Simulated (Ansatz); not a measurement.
# K on Nb(110): change of the work function, part 2 of 4

How does K on the hollow site change the work function of Nb(110) as the layer fills?

Ansatz 0.2.0; plane-wave DFT, PBE, Ansatz PAW.

So far, work function, upper face (eV): step 2 (the clean slab) 4.49.

## 3. The covered slab, k-mesh 4×4×1, coverage 0.111 ML

System of this step: KNb36 (K/Nb(110)). The cell holds 37 atoms: 36 Nb and 1 K. Cell: a = 8.574 Å, b = 8.574 Å, c = 28.378 Å, α = 90.0°, β = 90.0°, γ = 70.5°. Vacuum lies along c.

The clean slab as it ended is repeated in the plane and the adsorbate is set on one face; the cell's size fixes the coverage, and the k-mesh shrinks with it to keep the sampling density about even. Adsorbate and upper layers relax, since the dipole depends on the height.

File input.yaml:

```yaml
crystal:
  lattice:
    - [7.0003571337, -4.95, 0.0]
    - [7.0003571337, 4.95, 0.0]
    - [0.0, 0.0, 28.377571916]
  atoms:
    - { symbol: Nb, position: [0.0, 0.0, 0.31715187] }
    - { symbol: Nb, position: [0.1666666667, 0.1666666667, 0.399380624] }
    - { symbol: Nb, position: [0.0, 0.0, 0.4826374656] }
    - { symbol: Nb, position: [0.1666666667, 0.1666666667, 0.5619447048] }
    - { symbol: Nb, position: [0.0, 0.3333333333, 0.31715187] }
    - { symbol: Nb, position: [0.1666666667, 0.5, 0.399380624] }
    - { symbol: Nb, position: [0.0, 0.3333333333, 0.4826374656] }
    - { symbol: Nb, position: [0.1666666667, 0.5, 0.5619447048] }
    - { symbol: Nb, position: [0.0, 0.6666666667, 0.31715187] }
    - { symbol: Nb, position: [0.1666666667, 0.8333333333, 0.399380624] }
    - { symbol: Nb, position: [0.0, 0.6666666667, 0.4826374656] }
    - { symbol: Nb, position: [0.1666666667, 0.8333333333, 0.5619447048] }
    - { symbol: Nb, position: [0.3333333333, 0.0, 0.31715187] }
    - { symbol: Nb, position: [0.5, 0.1666666667, 0.399380624] }
    - { symbol: Nb, position: [0.3333333333, 0.0, 0.4826374656] }
    - { symbol: Nb, position: [0.5, 0.1666666667, 0.5619447048] }
    - { symbol: Nb, position: [0.3333333333, 0.3333333333, 0.31715187] }
    - { symbol: Nb, position: [0.5, 0.5, 0.399380624] }
    - { symbol: Nb, position: [0.3333333333, 0.3333333333, 0.4826374656] }
    - { symbol: Nb, position: [0.5, 0.5, 0.5619447048] }
    - { symbol: Nb, position: [0.3333333333, 0.6666666667, 0.31715187] }
    - { symbol: Nb, position: [0.5, 0.8333333333, 0.399380624] }
    - { symbol: Nb, position: [0.3333333333, 0.6666666667, 0.4826374656] }
    - { symbol: Nb, position: [0.5, 0.8333333333, 0.5619447048] }
    - { symbol: Nb, position: [0.6666666667, 0.0, 0.31715187] }
    - { symbol: Nb, position: [0.8333333333, 0.1666666667, 0.399380624] }
    - { symbol: Nb, position: [0.6666666667, 0.0, 0.4826374656] }
    - { symbol: Nb, position: [0.8333333333, 0.1666666667, 0.5619447048] }
    - { symbol: Nb, position: [0.6666666667, 0.3333333333, 0.31715187] }
    - { symbol: Nb, position: [0.8333333333, 0.5, 0.399380624] }
    - { symbol: Nb, position: [0.6666666667, 0.3333333333, 0.4826374656] }
    - { symbol: Nb, position: [0.8333333333, 0.5, 0.5619447048] }
    - { symbol: Nb, position: [0.6666666667, 0.6666666667, 0.31715187] }
    - { symbol: Nb, position: [0.8333333333, 0.8333333333, 0.399380624] }
    - { symbol: Nb, position: [0.6666666667, 0.6666666667, 0.4826374656] }
    - { symbol: Nb, position: [0.8333333333, 0.8333333333, 0.5619447048] }
    - { symbol: K, position: [0.28, 0.28, 0.68284813] }
kpoints:
  mp_grid: { grid: [4, 4, 1] }
hamiltonian:
  xc: pbe
scf:
  occupations: { method: fermi_dirac, width: 0.1 }
  convergence: { dr2_threshold: 1.0e-08 }
efield:
  axis: 3
  dipole_correction: true
  ramp_position: 0.97
  ramp_width: 0.06
relax:
  f_tol: 0.02
  max_steps: 60
  constraints:
    - { sites: [0, 1, 4, 5, 8, 9, 12, 13, 16, 17, 20, 21, 24, 25, 28, 29, 32, 33] }
output:
  write_potential: true
  write_density: true
  volumetric_format: npy
```

Run with:

```
> ansatz run input.yaml --threads 4 --pin off --max-ram 16384MiB --backend cpu --events-out ev --progress --plain --runs-dir out
```

Standard output:

```text
[...]
Crystal: 37 atoms, lattice volume = 1966.666 Å³
Basis set: ecut = 420 eV, 38489 PW (Γ), exchange–correlation on 120×120×384 points (8 copies of the dense FFT grid, shifted against one another)
Bands: 287, of which v1, the nominal top of the filled ones, is band 239 counted from 1 (238 counted from 0)
Symmetry: 2 space group operations
[...]
k-points: 7 of 16 (time reversal used)
[...]
SCF iter   1: F=—  HF=-165404.550217 eV  |F-HF|=—  |Δ(HF+E_count)|=         —  Δρ=8.24e-3  dr2=2.49e1  ethr=1.77e-3  p=1.152 e·Å  D=1.06e-1 V/Å  ΔV_dip=-3.01 eV  dr2_dipole=2.75e0  V_vac-E_F(+/−)=1.91/4.91 eV  ⟨swp⟩=10.7  Hψ=9802  notcnv=0
[...]
SCF iter  10: F=-165403.811450 eV  HF=-165403.811450 eV  |F-HF|=4.69e-9  |Δ(HF+E_count)|=   4.06e-8  Δρ=2.68e-7  dr2=2.97e-9  ethr=2.10e-12  p=0.975 e·Å  D=8.97e-2 V/Å  ΔV_dip=-2.55 eV  dr2_dipole=2.40e-10  V_vac-E_F(+/−)=1.98/4.53 eV  ⟨swp⟩=10.3  Hψ=12646  notcnv=0
SCF 1 converged in 10 iterations: F = -165403.811450 eV  dr2 = 2.97e-9
[...]
relax step   1: F+E_penalty+E_count = -165403.81144980 eV  Δ(F+E_penalty+E_count) = +0.000e0 eV  max|allowed force component| = 3.097e-1 eV/Å  Δτ_max = 0.0000 Å  (10 SCF iters, accepted)
[...]
SCF iter   9: F=-165403.801590 eV  HF=-165403.801590 eV  |F-HF|=8.47e-9  |Δ(HF+E_count)|=   4.07e-8  Δρ=2.83e-7  dr2=2.62e-9  ethr=2.10e-12  p=0.928 e·Å  D=8.54e-2 V/Å  ΔV_dip=-2.42 eV  dr2_dipole=2.09e-11  V_vac-E_F(+/−)=2.11/4.53 eV  ⟨swp⟩=11.1  Hψ=14249  notcnv=0
SCF 2 converged in 9 iterations: F = -165403.801590 eV  dr2 = 2.62e-9
[...]
relax step   2: F+E_penalty+E_count = -165403.80159021 eV  Δ(F+E_penalty+E_count) = +9.860e-3 eV  max|allowed force component| = 2.576e-1 eV/Å  Δτ_max = 0.1017 Å  (9 SCF iters, rejected (line search))
SCF iter   1: F=—  HF=-165403.853360 eV  |F-HF|=—  |Δ(HF+E_count)|=         —  Δρ=2.30e-3  dr2=1.73e-1  ethr=3.80e-4  p=0.928 e·Å  D=8.54e-2 V/Å  ΔV_dip=-2.42 eV  dr2_dipole=1.59e-3  V_vac-E_F(+/−)=2.11/4.53 eV  ⟨swp⟩=3.0  Hψ=3547  notcnv=0
[...]
SCF iter   9: F=-165403.835183 eV  HF=-165403.835183 eV  |F-HF|=5.44e-9  |Δ(HF+E_count)|=   2.51e-8  Δρ=3.04e-7  dr2=4.26e-9  ethr=2.10e-12  p=0.950 e·Å  D=8.74e-2 V/Å  ΔV_dip=-2.48 eV  dr2_dipole=9.13e-10  V_vac-E_F(+/−)=2.05/4.53 eV  ⟨swp⟩=11.3  Hψ=14266  notcnv=0
SCF 3 converged in 9 iterations: F = -165403.835183 eV  dr2 = 4.26e-9
relax step   3: F+E_penalty+E_count = -165403.83518344 eV  Δ(F+E_penalty+E_count) = -2.373e-2 eV  max|allowed force component| = 2.444e-1 eV/Å  Δτ_max = 0.0502 Å  (9 SCF iters, accepted)
[...]
relax step   4: F+E_penalty+E_count = -165403.85333058 eV  Δ(F+E_penalty+E_count) = -1.815e-2 eV  max|allowed force component| = 1.060e-1 eV/Å  Δτ_max = 0.1000 Å  (8 SCF iters, accepted)
[...]
relax step   5: F+E_penalty+E_count = -165403.85684388 eV  Δ(F+E_penalty+E_count) = -3.513e-3 eV  max|allowed force component| = 3.726e-2 eV/Å  Δτ_max = 0.0636 Å  (8 SCF iters, accepted)
SCF iter   1: F=—  HF=-165403.857597 eV  |F-HF|=—  |Δ(HF+E_count)|=         —  Δρ=4.03e-4  dr2=1.21e-2  ethr=1.33e-5  p=0.883 e·Å  D=8.12e-2 V/Å  ΔV_dip=-2.31 eV  dr2_dipole=2.21e-4  V_vac-E_F(+/−)=2.22/4.53 eV  ⟨swp⟩=2.0  Hψ=3340  notcnv=0
[...]
SCF iter   7: F=-165403.857189 eV  HF=-165403.857189 eV  |F-HF|=7.36e-9  |Δ(HF+E_count)|=   5.94e-8  Δρ=3.37e-7  dr2=3.32e-9  ethr=2.10e-12  p=0.880 e·Å  D=8.10e-2 V/Å  ΔV_dip=-2.30 eV  dr2_dipole=5.94e-12  V_vac-E_F(+/−)=2.23/4.53 eV  ⟨swp⟩=11.3  Hψ=14486  notcnv=0
SCF 6 converged in 7 iterations: F = -165403.857189 eV  dr2 = 3.32e-9
relax step   6: F+E_penalty+E_count = -165403.85718895 eV  Δ(F+E_penalty+E_count) = -3.451e-4 eV  max|allowed force component| = 1.924e-2 eV/Å  Δτ_max = 0.0220 Å  (7 SCF iters, accepted)
NSCF: frozen V_eff on 7 k-points
the band table was solved once a step of the walk had ended and its energy, with any forces and stress, was formed, with the checks that follow a solve (7637 applications of the Hamiltonian). They found nothing against the state; the energy, forces and stress were not computed again (output.eigenvalues in the input reference)
[...]
SCF converged after 7 iterations
Free energy (F): -165403.857189 eV
[...]
Internal energy: -165402.284957 eV  (E = F + TS)
E sigma→0 (E₀):  -165403.071073 eV
Entropy (-TS):   -1.572232 eV (-42.493 meV/atom)
Fermi energy:    3.886766 eV
Dipole field:    D = 0.080967 V/Å  (p = 0.879984 e·Å, saw-weighted, corrected)
Work function:   Φ+ = 2.2300 eV   Φ− = 4.5276 eV
[...]
--- Forces (eV/Å), atoms counted from 1 ---
  atom   1  Nb     0.00114101     0.00000000     0.33988634
  atom   2  Nb    -0.01204932     0.00000000    -0.35018971
  atom   3  Nb     0.00554852     0.00000000    -0.00772012
  atom   4  Nb     0.01715402     0.00000000    -0.00947435
  atom   5  Nb    -0.00096752    -0.00481186     0.33603841
  atom   6  Nb     0.00825859    -0.01696569    -0.35273271
  atom   7  Nb     0.00174320    -0.00888556    -0.00193184
  atom   8  Nb    -0.00140875    -0.00471061    -0.01353200
  atom   9  Nb    -0.00058424    -0.00427167     0.33563775
  atom  10  Nb     0.00686084    -0.00257399    -0.32955330
  atom  11  Nb    -0.00010092    -0.01084174     0.00423153
  atom  12  Nb     0.00310657    -0.00095690     0.00656953
  atom  13  Nb    -0.00096752     0.00481186     0.33603841
  atom  14  Nb     0.00825859     0.01696569    -0.35273271
  atom  15  Nb     0.00174320     0.00888556    -0.00193184
  atom  16  Nb    -0.00140875     0.00471061    -0.01353200
  atom  17  Nb     0.00022774     0.00000000     0.33422261
  atom  18  Nb     0.00534000     0.00000000    -0.31806476
  atom  19  Nb     0.00057065     0.00000000     0.00611107
  atom  20  Nb    -0.01924456     0.00000000     0.00313403
  atom  21  Nb     0.00048794     0.00194228     0.34373672
  atom  22  Nb    -0.01919660     0.00360578    -0.33140874
  atom  23  Nb    -0.00483945    -0.00589198    -0.00401352
  atom  24  Nb     0.00058739     0.00073135     0.00523181
  atom  25  Nb    -0.00058424     0.00427167     0.33563775
  atom  26  Nb     0.00686084     0.00257399    -0.32955330
  atom  27  Nb    -0.00010092     0.01084174     0.00423153
  atom  28  Nb     0.00310657     0.00095690     0.00656953
  atom  29  Nb     0.00048794    -0.00194228     0.34373672
  atom  30  Nb    -0.01919660    -0.00360578    -0.33140874
  atom  31  Nb    -0.00483945     0.00589198    -0.00401352
  atom  32  Nb     0.00058739    -0.00073135     0.00523181
  atom  33  Nb     0.00032915     0.00000000     0.33822549
  atom  34  Nb     0.01254764     0.00000000    -0.34112513
  atom  35  Nb    -0.00752020     0.00000000    -0.00253899
  atom  36  Nb     0.00331440     0.00000000     0.00452028
  atom  37  K      0.00474625     0.00000000     0.00646629
  max |Σ_I F_I| component: 6.24e-7 eV/Å
--- Band table (eV; the first three rows and the last of 7) ---
  k-point 0: bands = [... 235 lower, 4.0888, 4.0935, 4.1117, 4.1261, 4.1383, 4.1448, 4.2067, 4.2078, ... 44 higher]
  k-point 1: bands = [... 235 lower, 3.8684, 3.8776, 3.8951, 3.9576, 3.9868, 4.0195, 4.0460, 4.0593, ... 44 higher]
  k-point 2: bands = [... 235 lower, 3.6994, 3.7057, 3.7113, 3.8456, 3.8522, 3.9755, 3.9986, 4.0436, ... 44 higher]
  k-point 6: bands = [... 235 lower, 3.6655, 3.7516, 3.7573, 3.7631, 3.8375, 3.8501, 3.8594, 3.8622, ... 44 higher]
--- Relaxed structure (6 steps of the walk, 5 accepted, 0 SCFs on fresh bases) ---
  F+E_penalty+E_count = -165403.85718895 eV   max|allowed force component| = 1.924e-2 eV/Å
  atoms:
    - { symbol: Nb, position: [0.0, 0.0, 0.317152] }
    - { symbol: Nb, position: [0.166667, 0.166667, 0.399381] }
    - { symbol: Nb, position: [-0.000787362, -0.000787362, 0.482586] }
    - { symbol: Nb, position: [0.165254, 0.165254, 0.560980] }
    - { symbol: Nb, position: [2.775558e-17, 0.333333, 0.317152] }
    - { symbol: Nb, position: [0.1666666667, 0.5, 0.399381] }
    - { symbol: Nb, position: [-0.000815672, 0.333672, 0.482401] }
    - { symbol: Nb, position: [0.166529, 0.500839, 0.561533] }
    - { symbol: Nb, position: [5.551115e-17, 0.666667, 0.317152] }
    - { symbol: Nb, position: [0.166667, 0.833333, 0.399381] }
    - { symbol: Nb, position: [-0.000669926, 0.666991, 0.482265] }
    - { symbol: Nb, position: [0.166199, 0.832500, 0.562681] }
    - { symbol: Nb, position: [0.333333, 2.775558e-17, 0.317152] }
    - { symbol: Nb, position: [0.5, 0.1666666667, 0.399381] }
    - { symbol: Nb, position: [0.333672, -0.000815672, 0.482401] }
    - { symbol: Nb, position: [0.500839, 0.166529, 0.561533] }
    - { symbol: Nb, position: [0.3333333333, 0.3333333333, 0.317152] }
    - { symbol: Nb, position: [0.500000, 0.500000, 0.399381] }
    - { symbol: Nb, position: [0.333635, 0.333635, 0.482438] }
    - { symbol: Nb, position: [0.500904, 0.500904, 0.562541] }
    - { symbol: Nb, position: [0.3333333333, 0.666667, 0.317152] }
    - { symbol: Nb, position: [0.500000, 0.833333, 0.399381] }
    - { symbol: Nb, position: [0.333655, 0.667128, 0.482655] }
    - { symbol: Nb, position: [0.500291, 0.834309, 0.562851] }
    - { symbol: Nb, position: [0.666667, 5.551115e-17, 0.317152] }
    - { symbol: Nb, position: [0.833333, 0.166667, 0.399381] }
    - { symbol: Nb, position: [0.666991, -0.000669926, 0.482265] }
    - { symbol: Nb, position: [0.832500, 0.166199, 0.562681] }
    - { symbol: Nb, position: [0.666667, 0.3333333333, 0.317152] }
    - { symbol: Nb, position: [0.833333, 0.500000, 0.399381] }
    - { symbol: Nb, position: [0.667128, 0.333655, 0.482655] }
    - { symbol: Nb, position: [0.834309, 0.500291, 0.562851] }
    - { symbol: Nb, position: [0.6666666667, 0.6666666667, 0.317152] }
    - { symbol: Nb, position: [0.833333, 0.833333, 0.399381] }
    - { symbol: Nb, position: [0.667050, 0.667050, 0.482531] }
    - { symbol: Nb, position: [0.832724, 0.832724, 0.562744] }
    - { symbol: K, position: [0.279523, 0.279523, 0.675218] }
```

Elapsed: 17 min, on 4 threads of Arm Neoverse V1, shared host; peak memory 10 GiB; 67 min of CPU time.

Relaxation path:

```
step  energy less that of the first step (eV)  largest force component (eV/Å)
   1                                   0.0000                          0.3097
   2                                   0.0099                          0.2576
   3                                  -0.0237                          0.2444
   4                                  -0.0419                          0.1060
   5                                  -0.0454                          0.0373
   6                                  -0.0457                          0.0192
```

Relaxation step 2 was tried and not accepted.

Forces are held to the 2 operations that the program found; a distortion that breaks them can't arise in this run.

The atoms that moved most (Å):

```
atom      dx      dy      dz  length
 K37  -0.007   0.000  -0.217   0.217
 Nb4  -0.020   0.000  -0.027   0.034
Nb32   0.009  -0.003   0.026   0.027
Nb24   0.009   0.003   0.026   0.027
Nb36  -0.009   0.000   0.023   0.024
Nb28  -0.009   0.002   0.021   0.023
Nb12  -0.009  -0.002   0.021   0.023
Nb20   0.013   0.000   0.017   0.021
```

The relaxed structure:

```xyz
37
Lattice="7.0004 -4.9500 0.0000 7.0004 4.9500 0.0000 0.0000 0.0000 28.3776" Properties=species:S:1:pos:R:3
Nb    0.0000    0.0000    9.0000
Nb    2.3335    0.0000   11.3335
Nb   -0.0110    0.0000   13.6946
Nb    2.3137    0.0000   15.9192
Nb    2.3335    1.6500    9.0000
Nb    4.6669    1.6500   11.3335
Nb    2.3301    1.6557   13.6894
Nb    4.6718    1.6548   15.9349
Nb    4.6669    3.3000    9.0000
Nb    7.0004    3.3000   11.3335
Nb    4.6645    3.3049   13.6855
Nb    6.9912    3.2982   15.9675
Nb    2.3335   -1.6500    9.0000
Nb    4.6669   -1.6500   11.3335
Nb    2.3301   -1.6557   13.6894
Nb    4.6718   -1.6548   15.9349
Nb    4.6669    0.0000    9.0000
Nb    7.0004    0.0000   11.3335
Nb    4.6711    0.0000   13.6904
Nb    7.0130    0.0000   15.9635
Nb    7.0004    1.6500    9.0000
Nb    9.3338    1.6500   11.3335
Nb    7.0058    1.6507   13.6966
Nb    9.3427    1.6534   15.9723
Nb    4.6669   -3.3000    9.0000
Nb    7.0004   -3.3000   11.3335
Nb    4.6645   -3.3049   13.6855
Nb    6.9912   -3.2982   15.9675
Nb    7.0004   -1.6500    9.0000
Nb    9.3338   -1.6500   11.3335
Nb    7.0058   -1.6507   13.6966
Nb    9.3427   -1.6534   15.9723
Nb    9.3338    0.0000    9.0000
Nb   11.6673    0.0000   11.3335
Nb    9.3392    0.0000   13.6931
Nb   11.6587    0.0000   15.9693
K     3.9135    0.0000   19.1610
```

Read from the output:

```yaml
energy_at_zero_smearing: -165403.0711 eV
work_function_upper_face: 2.230 eV
work_function_lower_face: 4.528 eV
dipole_along_the_normal: 0.8800 e·Å
step_between_the_vacuum_levels: -2.298 eV
```

Running mean over 2.333 Å of the planar mean; the ramp of the sawtooth is left out. Electron's electrostatic potential energy less the Fermi level against z:

```
z (Å)  electron's electrostatic potential energy less the Fermi level (eV)
  3.5                                                                 4.53
  4.0                                                                 4.53
  4.5                                                                 4.52
  5.0                                                                 4.51
  5.5                                                                 4.47
  6.0                                                                 4.34
  6.5                                                                 3.95
  7.0                                                                 2.78
  7.5                                                               -0.547
  8.0                                                                -5.88
  8.5                                                                -9.86
  9.0                                                                -11.0
  9.5                                                                -11.1
 10.0                                                                -11.0
 10.5                                                                -10.9
 11.0                                                                -10.9
 11.5                                                                -10.9
 12.0                                                                -10.8
 12.5                                                                -10.7
 13.0                                                                -10.8
 13.5                                                                -10.9
 14.0                                                                -11.1
 14.5                                                                -11.6
 15.0                                                                -11.7
 15.5                                                                -11.4
 16.0                                                                -11.1
 16.5                                                                -9.64
 17.0                                                                -5.53
 17.5                                                               -0.590
 18.0                                                                 1.88
 18.5                                                                 2.23
 19.0                                                                 2.03
 19.5                                                                 1.81
 20.0                                                                 1.78
 20.5                                                                 1.97
 21.0                                                                 2.15
 21.5                                                                 2.21
 22.0                                                                 2.22
 22.5                                                                 2.23
 23.0                                                                 2.23
 23.5                                                                 2.23
 24.0                                                                 2.23
 24.5                                                                 2.23
 25.0                                                                 2.23
```

The relaxation took 6 steps and lowered the energy by 0.046 eV; the largest force on the free atoms ends at 0.019 eV/Å.

The covered face has 2.23 eV, -2.26 eV against the clean one; the bare back face has moved by -0.00 eV, a measure of how thin the slab is.

(Continued in part 3 of 4.)

[Long decimals in the printed logs are rounded to 6 places.]

[Logs are printed without paths, hosts, clocks, repeated set-up lines and the standing remarks that a program may print on its own settings, such as how far it seeks lower states.]

[Hosts, paths, dates, database ids (printed as entryN), source tags and the programs' standing remarks are cut or masked in the printed files.]

[Maps of the electrostatic potential energy from Ansatz leave out the sawtooth potential of an applied field or a dipole correction, so their vacuum need not be flat; planar profiles and work functions include it.]
